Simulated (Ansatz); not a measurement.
Planning a run of Ansatz 0.2.0 on SnO2 (Cassiterite). The input:

```yaml
crystal:
  lattice:
    - [4.738, 0.0, 0.0]
    - [0.0, 4.738, 0.0]
    - [0.0, 0.0, 3.1865]
  atoms:
    - { symbol: Sn, position: [0.0, 0.0, 0.0] }
    - { symbol: Sn, position: [0.5, 0.5, 0.5] }
    - { symbol: O, position: [0.3071, 0.3071, 0.0] }
    - { symbol: O, position: [0.1929, 0.8071, 0.5] }
    - { symbol: O, position: [0.6929, 0.6929, 0.0] }
    - { symbol: O, position: [0.8071, 0.1929, 0.5] }
kpoints:
  mp_grid: { grid: [6, 6, 8] }
  band_path:
    path:
      - [[0.0, 0.0, 0.0], [0.0, 0.5, 0.0], [0.5, 0.5, 0.0], [0.0, 0.0, 0.0], [0.0, 0.0, 0.5], [0.0, 0.5, 0.5], [0.5, 0.5, 0.5], [0.0, 0.0, 0.5]]
      - [[0.0, 0.5, 0.0], [0.0, 0.5, 0.5]]
      - [[0.5, 0.5, 0.0], [0.5, 0.5, 0.5]]
    npoints: 10
hamiltonian:
  xc: pbe
  pseudopotentials: { kind: paw, azcp: { folder: "./paw" } }
scf:
  occupations: { method: fermi_dirac, width: 0.02 }
  n_extra_bands: 6
output:
  eigenvalues: true
  write_density: true
  write_potential: true
  elf: true
  volumetric_format: npy
```

```sh
ansatz run input.yaml --threads 4 --pin off --max-ram 138240MiB --backend cuda --events-out ev --progress --plain --runs-dir out --devices 1 --max-vram 26GiB
```

Q: Estimate wall time and host memory on 1 × NVIDIA H100 80GB HBM3 (shared by 3 runs) with 4 threads of AMD EPYC 7R13 (Zen 3), shared host.

It took 19 s; on shared hardware allow 9.7 s to 39 s. Peak host memory was 0.93 GiB. The sizes that set the cost: 1411 plane waves a state, 50 irreducible k points and 8 SCF cycles.

[Paths, hosts, dates, memory and timing lines, banners, echoed tables and standing remarks are left out of the program output.]

[Logs are printed without paths, hosts, clocks, repeated set-up lines and the standing remarks that a program may print on its own settings, such as how far it seeks lower states.]

[Runs of the session that timed out or met a known fault of the program may be left out.]

[Cells called generated may have been cut or substituted from an entry of the Crystallography Open Database or the Materials Project.]

[Hosts, paths, dates, database ids (printed as entryN), source tags and the programs' standing remarks are cut or masked in the printed files.]
